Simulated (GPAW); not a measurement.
**How the form of the self-energy moves the gap of CaC2 (I4/mmm)**

How much does the gap of CaC2 (I4/mmm) depend on the approximation to the self-energy?

Program: GPAW 26.7.0. Level of theory: LDA and many-body steps on it, plane waves. Results are calculated unless marked as measured.

### Step 1. The structure

Symmetry: I4/mmm, No. 139, tetragonal system. The conventional cell has a = 3.869 Å, b = 3.869 Å, c = 6.404 Å, α = 90.00°, β = 90.00°, γ = 90.00°. Ca has 10 C at 2.58 to 2.81 Å nearest. Nearest to C lie 1 C at 1.25 Å and 5 Ca at 2.58 to 2.81 Å. Farther neighbours are not listed.

Coordinates:

```xyz
3
Lattice="-1.9343 1.9343 3.2021 1.9343 -1.9343 3.2021 1.9343 1.9343 -3.2021" Properties=species:S:1:pos:R:3 pbc="T T T"
Ca    0.0000    0.0000    0.0000
C     0.0000    0.0000    3.8290
C     0.0000    0.0000    2.5752
```

The cell and positions are those that the Materials Project relaxed with its own functionals (PBE, PBE+U or r2SCAN), kept fixed.

### Step 2. Empty states on the mesh, 4×4×4 mesh, 317 bands

This step: GPAW 26.7.0; DFT, LDA, plane waves, PAW.

The sums over transitions need many empty states on a uniform mesh; this step solves for them.

run.py

```python
import json
import numpy as np
from gpaw.mpi import world
from gpaw import GPAW

calc = GPAW('gs.gpw').fixed_density(kpts={'size': (4, 4, 4), 'gamma': True},
    parallel={'domain': 1, 'band': 1},
    txt='nscf.txt')
calc.diagonalize_full_hamiltonian(nbands=317)
calc.write('full.gpw', mode='all')
res = {}
kpts = calc.get_ibz_k_points()
res['kpts'] = kpts
res['eigenvalues'] = [calc.get_eigenvalues(kpt=k) for k in range(len(kpts))]
res['n_electrons'] = calc.get_number_of_electrons()

if world.rank == 0:
    with open('result.json', 'w') as f:
        json.dump(res, f, default=lambda x: x.tolist())
```

Started as:

```sh
> mpirun -n 4 gpaw python run.py
```

Numbers of over 12 decimals in the logs are rounded to 6 here.

The log of the run:

```text
Diagonalizing LCAO Hamiltonian
Converting LCAO to pw mode
convergence criteria:
- Maximum integral of absolute [eigenst]ate change: 4e-08 eV^2 / valence electron
maximum number of iterations: 100

SCF iterations
|iter     |     time |      energy | eigst |  dens |
|iter:   1|  |             | +1.55 |       |
|iter:   2|  |             | +0.60 |       |
|iter:   3|  |             | +0.03 |       |
[...]
|iter:  28|  |             | -6.93 |       |
|iter:  29|  |             | -7.16 |       |
|iter:  30|  |             | -7.43c|       |
SCF steps: 30
  __  _  _
 | _ |_)|_||  |
 |__||  | ||/\| - 26.7.0

Input parameters:
  mode=PW(ecut=600.0),
  convergence={'density': 1e-06, 'bands': -3},
  gpts=array([24, 24, 24]),
  kpts=MonkhorstPack(size=(4, 4, 4), gamma=True),
  maxiter=100,
  nbands=16,
  occupations=Occupations(name='fermi-dirac', width=0.001, fixmagmom=False),
  parallel={'domain': 1, 'band': 1},
  xc=XC(name='LDA')
Matrix size: 1621x1621
# Writing to full.gpw (mode='all')
  [... matrices ...]

timing:  # [seconds]
  Total: 23.290  # ━━━━━━━━━━━━━━━━━━━━━━━━━━━━━━━━━━━━━━━━━━━━━━━━━━━━━━━━━━
```

Run time: 31 s. Hardware: 4 MPI ranks of Arm Neoverse V1, shared host; peak memory 1.5 GiB.

Numbers from this step:

```yaml
gap: 1.189 eV
k_of_the_valence_top: 0.5, 0.5, 0.5
k_of_the_conduction_bottom: 0.5, 0.5, 0
least_direct_gap: 2.249 eV
k_points_computed: 13
lowest_point_of_the_top_converged_band_above_the_valence_top: 184.0819 eV
```

On this mesh the gap is 1.189 eV.

### Step 3. G0W0, Godby-Needs plasmon pole

G0W0 replaces the xc potential by the self-energy, built once from these orbitals. Only a window of levels is corrected, while the sums run over the empty bands that the input names.

This step: G0W0 on LDA, plane waves, PAW.

run.py

```python
import json
import numpy as np
from gpaw.mpi import world
from gpaw.response.g0w0 import G0W0

gw = G0W0('full.gpw',
    filename='gw',
    kpts=[0, 10, 12],
    bands=(7, 11),
    ecut=120,
    nbands=143,
    integrate_gamma='WS',
    ppa=True)
gw.calculate()
res = {mode: {k: v for k, v in r.items() if k != 'sigma_eskwn'}
       for mode, r in gw.all_results.items()}

if world.rank == 0:
    with open('result.json', 'w') as f:
        json.dump(res, f, default=lambda x: x.tolist())
```

Started as:

```sh
> mpirun -n 4 gpaw python run.py
```

The log of the run:

```text
Using integrator: PointIntegrator
FrequencyGridDescriptor(from 0.000+0.000j to 0.000+27.211j eV, 2 points)
Nonperiodic BCs:  [False False False]
Using integrator: PointIntegrator
FrequencyGridDescriptor(from 0.000+0.000j to 0.000+27.211j eV, 2 points)
Nonperiodic BCs:  [False False False]
  ___  _ _ _
 |   || | | |
 | | || | | |
 |__ ||_____|
 |___|

BZ k-points: Symmetries present (total): 16

  [... matrices ...]
64 k-points: 4 x 4 x 4 Monkhorst-Pack grid + [1/8,1/8,1/8]
13 k-points in the irreducible part of the Brillouin zone
       k-points in crystal coordinates                weights
   0:     0.00000000    0.00000000    0.00000000          1/64
   1:     0.25000000   -0.25000000    0.00000000          4/64
   2:     0.25000000   -0.25000000    0.25000000          4/64
   3:     0.25000000    0.00000000    0.00000000          8/64
   4:     0.25000000    0.25000000   -0.25000000          2/64
   5:     0.25000000    0.25000000    0.25000000          2/64
   6:     0.50000000    0.00000000    0.25000000          8/64
   7:     0.50000000    0.00000000    0.50000000          4/64
   8:     0.50000000    0.25000000    0.25000000         16/64
   9:     0.50000000    0.25000000    0.50000000          8/64
          ...
  12:     0.50000000    0.50000000    0.50000000          1/64

Distributing spins, k-points and bands (1 x 3 x 4) over 4 processes
Number of blocks: 1

Quasi particle states:
k-points (IBZ indices): [0, 10, 12]
Band range: (7, 11)
  [... matrices ...]
Computational parameters:
Plane wave cut-off: 120 eV
Number of bands: 143
Coulomb cutoff: None
Broadening: 0.1 eV

fxc modes: GW
Kernel: RPA
Using Godby-Needs plasmon-pole approximation:
  Fitting energy: i*E0, E0 = 1.000 Hartree
Summing all q:

Calculating screened Coulomb potential
No Coulomb truncation
FrequencyGridDescriptor(from 0.000+0.000j to 0.000+27.211j eV, 2 points)
Removing empty qpoint cache files...

Calculating chi0 body with:
    Ground state adapter containing:
    Number of spins: 1
    Number of kpoints: 64
    Number of irreducible kpoints: 13
    Number of completely occupied states: 9
    Number of partially occupied states: 9
    Occupied states memory: 1.8984375 M / cpu

    Linear response parametrization:
    q_c: [0.0, 0.0, 0.0]
    Number of frequency points: 2
    Planewave cutoff: 120.0
    Number of bands: 143
    Number of planewaves: 145
    Broadening (eta): 1e-06
    comm.size: 4
    kncomm.size: 4
    blockcomm.size: 1

    Memory estimate of potentially large arrays:
        chi0_wGG: 0.641632 M / cpu
Integrating chi0 body.

Symmetries of q_c:
    Direct symmetries (Uq -> q): 16
    Indirect symmetries (TUq -> q): 0
In total 16 allowed symmetries.

  [... matrices ...]
13 groups of equivalent kpoints. 79.6875% reduction.

Integral kind: response function
Integrating chi0 head and wings.

Symmetries of q_c:
    Direct symmetries (Uq -> q): 16
    Indirect symmetries (TUq -> q): 0
In total 16 allowed symmetries.

  [... matrices ...]
13 groups of equivalent kpoints. 79.6875% reduction.

Integral kind: response function wings

Calculating chi0 body with:
    Ground state adapter containing:
    Number of spins: 1
    Number of kpoints: 64
    Number of irreducible kpoints: 13
    Number of completely occupied states: 9
    Number of partially occupied states: 9
    Occupied states memory: 1.8984375 M / cpu

    Linear response parametrization:
[... the further q-points ...]

Results:
f:      Occupation numbers
eps:     KS-eigenvalues [eV]
vxc:     KS vxc [eV]
exx:     Exact exchange [eV]
sigma:   Self-energies [eV]
dsigma:  Self-energy derivatives
Z:       Renormalization factors
qp:      QP-energies [eV]

k-point 0 (0): (0.000, 0.000, 0.000)                GW
band       f     eps     vxc     exx   sigma  dsigma       Z      qp
                                                                   GW
   7   1.000   1.950 -14.796 -17.375   1.510  -0.274   0.785   1.111
   8   1.000   1.950 -14.796 -17.375   1.510  -0.274   0.785   1.111
   9   0.000   6.061 -13.003  -7.155  -3.838  -0.229   0.814   7.696
  10   0.000   6.061 -13.003  -7.155  -3.838  -0.229   0.814   7.696

k-point 1 (10): (0.500, 0.500, 0.000)                GW
band       f     eps     vxc     exx   sigma  dsigma       Z      qp
                                                                   GW
   7   1.000   1.336 -14.344 -17.223   1.693  -0.273   0.786   0.404
   8   1.000   1.869 -14.951 -19.077   3.062  -0.292   0.774   1.045
[...]
k-point 2 (12): (0.500, 0.500, 0.500)                GW
band       f     eps     vxc     exx   sigma  dsigma       Z      qp
                                                                   GW
[...]
8   1.000   2.929 -15.880 -19.554   2.825  -0.287   0.777   2.270
   9   0.000   6.040 -11.676  -5.656  -4.035  -0.197   0.835   7.698
  10   0.000   8.677 -11.728  -6.265  -4.171  -0.203   0.831   9.751
```

It took 71 s on 4 MPI ranks; peak memory 1.2 GiB; 4.7 min of CPU time.

Numbers from this step:

* G0W0 gap on the points computed: 3.074 eV
* least direct G0W0 gap on the computed points: 4.299 eV
* Z at the valence top: 0.7770
* Z at the conduction bottom: 0.8223
* starting gap on the mesh: 1.189 eV
* k of the valence top: 0.5, 0.5, 0.5
* k of the conduction bottom: 0.5, 0.5, 0

The gap on the mesh goes from 1.19 eV to 3.07 eV, a correction of +1.89 eV.

### Step 4. One-shot HSE06

This step: one-shot HSE06 levels on LDA orbitals, plane waves, PAW.

run.py

```python
import json
import numpy as np
from gpaw.mpi import world
from gpaw.hybrids.eigenvalues import non_self_consistent_eigenvalues

dft, vxc, vxc_hyb = non_self_consistent_eigenvalues('full.gpw', 'HSE06', 7, 11, kpt_indices=[0, 10, 12])
res = {'dft': dft[0], 'hybrid': (dft - vxc + vxc_hyb)[0]}
if world.rank == 0:
    with open('hybrid.txt', 'w') as f:
        for k, e0, e1 in zip([0, 10, 12], res['dft'], res['hybrid']):
            print(k, ' '.join(f'{x:9.4f}' for x in e0), '|', ' '.join(f'{x:9.4f}' for x in e1), file=f)

if world.rank == 0:
    with open('result.json', 'w') as f:
        json.dump(res, f, default=lambda x: x.tolist())
```

Started as:

```sh
> mpirun -n 4 gpaw python run.py
```

The log of the run:

```text
IBZ(<points: 13, symmetries: 16>)
Occupied bands: 9
Transforming wave functions from IBZ to BZ: 0.030 seconds
Distributing wave functions and iFFT-ing to real space: 0.156 seconds
Calculating eigenvalues:
  k-points: 3
  Bands: 7-10 (inclusive)
  Seconds: 0.818 (wave-function broadcasting: 0.013 seconds)
HSE06-eigenvalue shifts:
  min: -0.816 eV
  ave: 0.222 eV
  max: 1.416 eV
```

The job ended after 4 s (4 MPI ranks; peak memory 0.43 GiB; 16 s of CPU time).

Numbers from this step:

| Property | Result |
| --- | --- |
| starting gap on the mesh | 1.189 eV |
| hybrid gap on the mesh | 2.679 eV |
| least direct hybrid gap on the computed points | 3.824 eV |

(Part 1 of 2 ends here.)

[Paths, hosts, dates, memory and timing lines, banners, echoed tables and standing remarks are left out of the program output.]

[Logs are printed without paths, hosts, clocks, repeated set-up lines and the standing remarks that a program may print on its own settings, such as how far it seeks lower states.]

[Runs of the session that timed out or met a known fault of the program may be left out.]

[Hosts, paths, dates, database ids (printed as entryN), source tags and the programs' standing remarks are cut or masked in the printed files.]
